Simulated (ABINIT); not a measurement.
# A GW chain in ABINIT: SnO2 (Cassiterite), part 3 of 3

Aim: the G0W0 gap of SnO2 (Cassiterite) on LDA, step by step.

ABINIT 10.8.3; LDA and many-body steps on it, plane waves. Known limits of the many-body steps: not at the basis limit; no spin-orbit coupling; coarse k mesh.

So far. Step 3 (Bands along the symmetry lines): The gap is 1.138 eV, as in the run before at this level. Step 4 (Empty states on the mesh, 2×2×4 mesh, 159 bands): On this mesh the gap is 1.138 eV.

### Step 5. Screening, 2×2×4 mesh, 145 bands, screening to 106.1 eV

The RPA dielectric matrix is built and inverted for each q.

This step: RPA screening on LDA, plane waves, norm-conserving pseudopotentials.

File run.abi:

```
acell 3*1.0 Angstrom
rprim 
  4.738000000000 0.000000000000 0.000000000000
  0.000000000000 4.738000000000 0.000000000000
  0.000000000000 0.000000000000 3.186500000000
ntypat 2
znucl 50 8
natom 6
typat 1 1 2 2 2 2
xred 
  0.000000000000 0.000000000000 0.000000000000
  0.500000000000 0.500000000000 0.500000000000
  0.307100000000 0.307100000000 0.000000000000
  0.192900000000 0.807100000000 0.500000000000
  0.692900000000 0.692900000000 0.000000000000
  0.807100000000 0.192900000000 0.500000000000
pp_dirpath "pseudos"
pseudos "Sn.upf, O.upf"
ecut 42
ngkpt 2 2 4
nshiftk 1
shiftk 0 0 0
kptopt 1
chksymbreak 0
istwfk *1
occopt 1
irdwfk 1
optdriver 3
nband 145
ecuteps 3.9
inclvkb 2
awtr 1
symchi 1
indata_prefix "in"
outdata_prefix "out"
tmpdata_prefix "tmp"
```

The run is started by

```console
OMP_NUM_THREADS=1 mpirun -n 4 abinit run.abi > log
```

Numbers of over 12 decimals in the logs are rounded to 6 here.

The program printed:

```text
.Version 10.8.3 of ABINIT. v10.8.2 released Aug 2026.

 Symmetries : space group P4_2/m n m (#136); Bravais tP (primitive tetrag.)
[... echo of the input left out ...]
== DATASET  1 ==================================================================
-   mpi_nproc: 4, omp_nthreads: 1 (-1 if OMP is not activated)

--- !DatasetInfo
iteration_state: {dtset: 1, }
dimensions: {natom: 6, nkpt: 9, mband: 145, nsppol: 1, nspinor: 1, nspden: 1, mpw: 6312, }
cutoff_energies: {ecut:  42.0, pawecutdg:  -1.0, }
electrons: {nelect:   6.80000000E+01, charge:   0.00000000E+00, occopt:   1.00000000E+00, tsmear:   1.00000000E-02, }

 SCREENING: Calculation of the susceptibility and dielectric matrices

 Based on a program developped by R.W. Godby, V. Olevano, G. Onida, and L. Reining.
 Incorporated in ABINIT by V. Olevano, G.-M. Rignanese, and M. Torrent.
.Using double precision arithmetic ; gwpc =  8

[... cell and pseudopotentials left out ...]
--------------------------------------------------------------------------------

 ==== K-mesh for the wavefunctions ====
 Number of points in the irreducible wedge :     9
[... list of points left out ...]
 Together with 16 symmetry operations and time-reversal symmetry
 yields    16 points in the full Brillouin Zone.

 ==== Q-mesh for the screening function ====
 Number of points in the irreducible wedge :     9
[... list of points left out ...]
 Together with 16 symmetry operations and time-reversal symmetry
 yields    16 points in the full Brillouin Zone.

 setmesh: FFT mesh size selected  =    36x   36x   24
          total number of points  =        31104

 vcoul_init : cutoff-mode = AUXILIARY_FUNCTION
 q-points for optical limit:   1
     1)      0.000010    0.000020    0.000030

- screening: taking advantage of time-reversal symmetry
- Maximum band index for partially occupied states nbvw = 34
- Remaining bands to be divided among processors   nbcw = 111
- Number of bands treated by each node ~27

 Number of electrons calculated from density =   68.0000; Expected =   68.0000
 average of density, n =  0.140867
 r_s =    1.1923
 omega_plasma =   36.2043 [eV]

 calculating chi0 at frequencies [eV] :
  1    0.000000E+00    0.000000E+00
  2    0.000000E+00    3.620427E+01

--------------------------------------------------------------------------------
  q-point number  1        q = ( 0.000000, 0.000000, 0.000000) [r.l.u.]
--------------------------------------------------------------------------------
[... chi0 elements left out ...]
 For q-point:  0.000010 0.000020 0.000030
  dielectric constant =   5.4273
  dielectric constant without local fields =   5.6568

  Average fulfillment of the sum rule on Im[epsilon] for q-point    1 :     54.78  [%]
[... wings left out ...]
  q-point number  2        q = ( 0.500000, 0.000000, 0.000000) [r.l.u.]
--------------------------------------------------------------------------------
[... chi0 elements left out ...]
  Average fulfillment of the sum rule on Im[epsilon] for q-point    2 :     62.80  [%]

 [... 7 further q-points ...]
```

Run time: 87 s. Hardware: 4 MPI ranks of Arm Neoverse V1, shared host; peak memory 1.7 GiB; 5.8 min of CPU time.

Numbers from this step:

| Property | Result |
| --- | --- |
| ε∞ with local fields, on this mesh, along the program's q direction | 5.427 |
| the same without local fields | 5.657 |
| plasma frequency | 36.20 eV |
| plane waves in the screening matrix | 177 |

Local fields lower ε∞ by 4 %. On a Γ-centred mesh this coarse the value itself is usually too large, while a short band sum pulls it down.

### Step 6. Self-energy, 2×2×4 mesh, 145 bands, screening to 106.1 eV

The self-energy is evaluated for the states that the input lists, and the levels follow from it, in one-shot runs by the linearised quasiparticle equation.

This step: G0W0 on LDA, plane waves, norm-conserving pseudopotentials.

run.abi: that of step 5 with these lines changed.

```diff
@@ -27,8 +27,31 @@
 irdwfk 1
-optdriver 3
+optdriver 4
 nband 145
+gwcalctyp 0
+ecutsigx 42
+symsigma 1
+nkptgw 9
+kptgw 
+  0.0000000000 0.0000000000 0.0000000000
+  0.5000000000 0.0000000000 0.0000000000
+  0.5000000000 0.5000000000 0.0000000000
+  0.0000000000 0.0000000000 0.2500000000
+  0.5000000000 0.0000000000 0.2500000000
+  0.5000000000 0.5000000000 0.2500000000
+  0.0000000000 0.0000000000 0.5000000000
+  0.5000000000 0.0000000000 0.5000000000
+  0.5000000000 0.5000000000 0.5000000000
+bdgw 
+  23 38
+  23 38
+  23 38
+  23 38
+  23 38
+  23 38
+  23 38
+  23 38
+  23 38
 ecuteps 3.9
-inclvkb 2
-awtr 1
-symchi 1
+irdscr 1
+ppmodel 1
 indata_prefix "in"
```

The program printed:

```text
.Version 10.8.3 of ABINIT. v10.8.2 released Aug 2026.

 Symmetries : space group P4_2/m n m (#136); Bravais tP (primitive tetrag.)
[... echo of the input left out ...]
== DATASET  1 ==================================================================
-   mpi_nproc: 4, omp_nthreads: 1 (-1 if OMP is not activated)

--- !DatasetInfo
iteration_state: {dtset: 1, }
dimensions: {natom: 6, nkpt: 9, mband: 145, nsppol: 1, nspinor: 1, nspden: 1, mpw: 6312, }
cutoff_energies: {ecut:  42.0, pawecutdg:  -1.0, }
electrons: {nelect:   6.80000000E+01, charge:   0.00000000E+00, occopt:   1.00000000E+00, tsmear:   1.00000000E-02, }

 SIGMA: Calculation of the GW corrections

 Based on a program developped by R.W. Godby, V. Olevano, G. Onida, and L. Reining.
 Incorporated in ABINIT by V. Olevano, G.-M. Rignanese, and M. Torrent.
.Using double precision arithmetic ; gwpc =  8

[... cell and pseudopotentials left out ...]
--------------------------------------------------------------------------------

 ==== K-mesh for the wavefunctions ====
 Number of points in the irreducible wedge :     9
[... list of points left out ...]
 Together with 16 symmetry operations and time-reversal symmetry
 yields    16 points in the full Brillouin Zone.

 ==== Q-mesh for screening function ====
 Number of points in the irreducible wedge :     9
[... list of points left out ...]
 Together with 16 symmetry operations and time-reversal symmetry
 yields    16 points in the full Brillouin Zone.

 vcoul_init : cutoff-mode = AUXILIARY_FUNCTION
 q-points for optical limit:   1
     1)      0.000010    0.000020    0.000030
 setmesh: FFT mesh size selected  =    54x   54x   36
          total number of points  =       104976

 Number of electrons calculated from density =   68.0000; Expected =   68.0000
 average of density, n =  0.140867
 r_s =    1.1923
 omega_plasma =   36.2043 [eV]

 === KS Band Gaps ===
  >>>> For spin  1
   Minimum direct gap =   1.1376 [eV], located at k-point      :   0.0000  0.0000  0.0000
   Fundamental gap    =   1.1376 [eV], Top of valence bands at :   0.0000  0.0000  0.0000
                                       Bottom of conduction at :   0.0000  0.0000  0.0000
 SIGMA fundamental parameters:
 PLASMON POLE MODEL  1
 number of plane-waves for SigmaX                 6273
 number of plane-waves for SigmaC and W            177
 number of plane-waves for wavefunctions          6273
 number of bands                                   145
 number of independent spin polarizations            1
 number of spinorial components                      1
 number of k-points in IBZ                           9
 number of q-points in IBZ                           9
 number of symmetry operations                      16
 number of k-points in BZ                           16
 number of q-points in BZ                           16
 number of frequencies for dSigma/dE                 9
 frequency step for dSigma/dE [eV]                0.25
 number of omega for Sigma on real axis              0
 max omega for Sigma on real axis  [eV]           0.00
 zcut for avoiding poles [eV]                     0.10

 EPSILON^-1 parameters (SCR file):
 dimension of the eps^-1 matrix on file            177
 dimension of the eps^-1 matrix used               177
 number of plane-waves for wavefunctions          6273
 number of bands                                   145
 number of q-points in IBZ                           9
 number of frequencies                               2
 number of real frequencies                          1
 number of imag frequencies                          1

 matrix elements of self-energy operator (all in [eV])

 Perturbative Calculation

--- !SelfEnergy_ee
iteration_state: {dtset: 1, }
kpoint     : [   0.000,    0.000,    0.000, ]
spin       : 1
KS_gap     :    1.138
QP_gap     :    2.896
Delta_QP_KS:    1.759
data: !SigmaeeData |
     Band     E0 <VxcDFT>   SigX SigC(E0)      Z dSigC/dE  Sig(E)    E-E0       E
       23  -1.858 -17.344 -23.331   5.090   0.773  -0.294 -18.037  -0.693  -2.551
       24   2.220 -17.650 -23.309   4.841   0.792  -0.262 -18.298  -0.648   1.572
       25   2.220 -17.650 -23.309   4.841   0.792  -0.262 -18.298  -0.648   1.572
       26   2.320 -18.055 -23.508   4.718   0.792  -0.263 -18.637  -0.582   1.738
       27   3.199 -16.684 -23.124   5.262   0.791  -0.264 -17.616  -0.932   2.268
       28   4.271 -19.640 -24.516   4.450   0.797  -0.255 -19.980  -0.340   3.932
       29   4.382 -20.596 -25.507   4.425   0.804  -0.244 -20.987  -0.391   3.990
       30   5.099 -20.505 -25.387   4.438   0.800  -0.250 -20.860  -0.355   4.745
       31   5.099 -20.505 -25.387   4.438   0.800  -0.250 -20.860  -0.355   4.745
       32   5.589 -19.782 -25.442   5.075   0.793  -0.261 -20.245  -0.464   5.126
[...]
--- !SelfEnergy_ee
iteration_state: {dtset: 1, }
kpoint     : [   0.500,    0.000,    0.000, ]
spin       : 1
KS_gap     :    4.921
QP_gap     :    6.995
Delta_QP_KS:    2.074
data: !SigmaeeData |
     Band     E0 <VxcDFT>   SigX SigC(E0)      Z dSigC/dE  Sig(E)    E-E0       E
[...]
--- !SelfEnergy_ee
iteration_state: {dtset: 1, }
kpoint     : [   0.500,    0.500,    0.000, ]
spin       : 1
KS_gap     :    5.545
QP_gap     :    7.882
Delta_QP_KS:    2.337
data: !SigmaeeData |
     Band     E0 <VxcDFT>   SigX SigC(E0)      Z dSigC/dE  Sig(E)    E-E0       E
[...]
--- !SelfEnergy_ee
iteration_state: {dtset: 1, }
kpoint     : [   0.000,    0.000,    0.250, ]
spin       : 1
KS_gap     :    4.204
QP_gap     :    6.353
Delta_QP_KS:    2.149
data: !SigmaeeData |
     Band     E0 <VxcDFT>   SigX SigC(E0)      Z dSigC/dE  Sig(E)    E-E0       E
[...]
--- !SelfEnergy_ee
iteration_state: {dtset: 1, }
kpoint     : [   0.500,    0.000,    0.250, ]
spin       : 1
KS_gap     :    6.237
QP_gap     :    8.639
Delta_QP_KS:    2.403
data: !SigmaeeData |
     Band     E0 <VxcDFT>   SigX SigC(E0)      Z dSigC/dE  Sig(E)    E-E0       E
[...]
--- !SelfEnergy_ee
iteration_state: {dtset: 1, }
kpoint     : [   0.500,    0.500,    0.250, ]
spin       : 1
KS_gap     :    5.835
QP_gap     :    8.253
Delta_QP_KS:    2.417
data: !SigmaeeData |
     Band     E0 <VxcDFT>   SigX SigC(E0)      Z dSigC/dE  Sig(E)    E-E0       E
[...]
--- !SelfEnergy_ee
iteration_state: {dtset: 1, }
kpoint     : [   0.000,    0.000,    0.500, ]
spin       : 1
KS_gap     :    7.273
QP_gap     :    9.948
Delta_QP_KS:    2.675
data: !SigmaeeData |
     Band     E0 <VxcDFT>   SigX SigC(E0)      Z dSigC/dE  Sig(E)    E-E0       E
[...]
--- !SelfEnergy_ee
iteration_state: {dtset: 1, }
kpoint     : [   0.500,    0.000,    0.500, ]
spin       : 1
KS_gap     :    7.001
QP_gap     :    9.380
Delta_QP_KS:    2.379
data: !SigmaeeData |
     Band     E0 <VxcDFT>   SigX SigC(E0)      Z dSigC/dE  Sig(E)    E-E0       E
[...]
--- !SelfEnergy_ee
iteration_state: {dtset: 1, }
kpoint     : [   0.500,    0.500,    0.500, ]
spin       : 1
KS_gap     :    5.540
QP_gap     :    7.876
Delta_QP_KS:    2.336
data: !SigmaeeData |
     Band     E0 <VxcDFT>   SigX SigC(E0)      Z dSigC/dE  Sig(E)    E-E0       E
[...]
34   5.540 -19.342 -25.521   5.409   0.791  -0.265 -19.951  -0.609   4.931
       35  11.080 -17.460 -11.823  -3.575   0.838  -0.194 -15.733   1.727  12.807
       36  11.080 -17.460 -11.823  -3.575   0.838  -0.194 -15.733   1.727  12.807
       37  15.009 -12.471  -6.683  -4.240   0.848  -0.179 -11.158   1.313  16.322
       38  15.009 -12.471  -6.683  -4.240   0.848  -0.179 -11.158   1.313  16.322

 New Fermi energy :        2.691221E-01 Ha ,    7.323186E+00 eV

 === QP Band Gaps ===
  >>>> For spin  1
   Minimum direct gap =   2.8962 [eV], located at k-point      :   0.0000  0.0000  0.0000
   Fundamental gap    =   2.8962 [eV], Top of valence bands at :   0.0000  0.0000  0.0000
                                       Bottom of conduction at :   0.0000  0.0000  0.0000

== END DATASET(S) ==============================================================
================================================================================

 -outvars: echo values of variables after computation  --------
           etotal      0.0000000000E+00
            nband         145
             nkpt           9
          spgroup         136
 [... the other variables as echoed above ...]

 Calculation completed.
```

Elapsed: 2.1 min, on 4 MPI ranks; peak memory 2 GiB.

Numbers from this step:

| Quantity | Value |
| --- | --- |
| G0W0 gap on the mesh | 2.896 eV |
| starting gap on the mesh | 1.138 eV |
| k of the valence top | 0, 0, 0 |
| k of the conduction bottom | 0, 0, 0 |
| Z at the valence top | 0.793 |
| Z at the conduction bottom | 0.843 |
| least direct G0W0 gap on the computed points | 2.896 eV |

The gap on the mesh goes from 1.14 eV to 2.90 eV, a correction of +1.76 eV.

Limits: finite bands, cutoff and mesh; no spin-orbit coupling; coarse k mesh. v1 is the top filled band, c1 the lowest empty one. Levels before and after the correction, in eV, zero at the valence-band top of each column:

|  | conduction bottom | valence top |
| --- | --- | --- |
| Kohn-Sham | 1.14 | 0.00 |
| G0W0 | 2.90 | 0.00 |

|  | level | energy (eV) |
| --- | --- | --- |
| Kohn-Sham | Γ v4 | -1.278 |
| Kohn-Sham | Γ v3-v2 | -0.788 |
| Kohn-Sham | Γ v1 | 0.000 |
| Kohn-Sham | Γ c1 | 1.138 |
| Kohn-Sham | Γ c2 | 5.884 |
| Kohn-Sham | Γ c3-c4 | 6.129 |
| G0W0 | Γ v4 | -1.130 |
| G0W0 | Γ v3-v2 | -0.749 |
| G0W0 | Γ v1 | 0.000 |
| G0W0 | Γ c1 | 2.896 |
| G0W0 | Γ c2 | 8.146 |
| G0W0 | Γ c3-c4 | 7.910 |

### Step 7. Where the time went

Times are wall times on 4 MPI ranks of Arm Neoverse V1, shared host, good to a factor of about two.

| step | time | share | memory (GiB) |
| --- | --- | --- | --- |
| ground state | 72 s | 15 % | 0.41 |
| bands along the symmetry lines | 87 s | 18 % | 0.6 |
| empty states on the mesh | 1.7 min | 22 % | 0.43 |
| screening | 87 s | 18 % | 1.7 |
| self-energy | 2.1 min | 26 % | 2.0 |

### Step 8. Outcome

* LDA gap: 1.14 eV, direct
* G0W0 gap on the mesh: 2.90 eV
* GW settings: 2×2×4 mesh, 145 bands, screening to 106.1 eV, Godby-Needs plasmon pole
* known limits: not at the basis limit; no spin-orbit coupling; coarse k mesh

In words: G0W0 moves the gap on the mesh from 1.14 eV to 2.90 eV (+1.76 eV), with Z of 0.79 and 0.84 at the edges. Local fields lower the RPA ε∞ on this mesh from 5.66 to 5.43; a Γ-centred mesh this coarse tends to raise both, most where the direct gap is narrow, while a short band sum lowers them. Against experiment, by G0W0@LDA: the gap of 2.90 eV lies −0.70 eV from the measured 3.6 eV (kind not stated, quoted 2022). The calculation has static nuclei and no excitons; a measured gap holds zero-point and thermal motion, which mostly lowers it. Against the values above the computed gap that would widen the miss. An edge that is forbidden or weak in absorption could explain it, and so could too strong a screening: the start's gap is only 1.14 eV, the mesh is coarse, and one shot does not repair that. Bands and cutoff are finite, so the gap is not at the basis limit. The miss can reach some tenths of an eV and take either sign; the mesh is an error of its own. The 2×2×4 mesh is coarse for this cell, which bears on the long-range parts of exchange and screening. The many-body steps are scalar-relativistic: spin-orbit coupling is not in them.

[Paths, hosts, dates, memory and timing lines, banners, echoed tables and standing remarks are left out of the program output.]

[Logs are printed without paths, hosts, clocks, repeated set-up lines and the standing remarks that a program may print on its own settings, such as how far it seeks lower states.]

[Runs of the session that timed out or met a known fault of the program may be left out.]

[Hosts, paths, dates, database ids (printed as entryN), source tags and the programs' standing remarks are cut or masked in the printed files.]

[G0W0 gaps are taken among the corrected bands and points alone; a level outside them can change the order at an edge.]

[Where Ansatz stands beside ABINIT at settings called matched, ABINIT's density can come from a denser mesh and the files from another edition; pairs whose starting gaps differed by over 0.03 eV were left out, so agreement reads better than it is.]
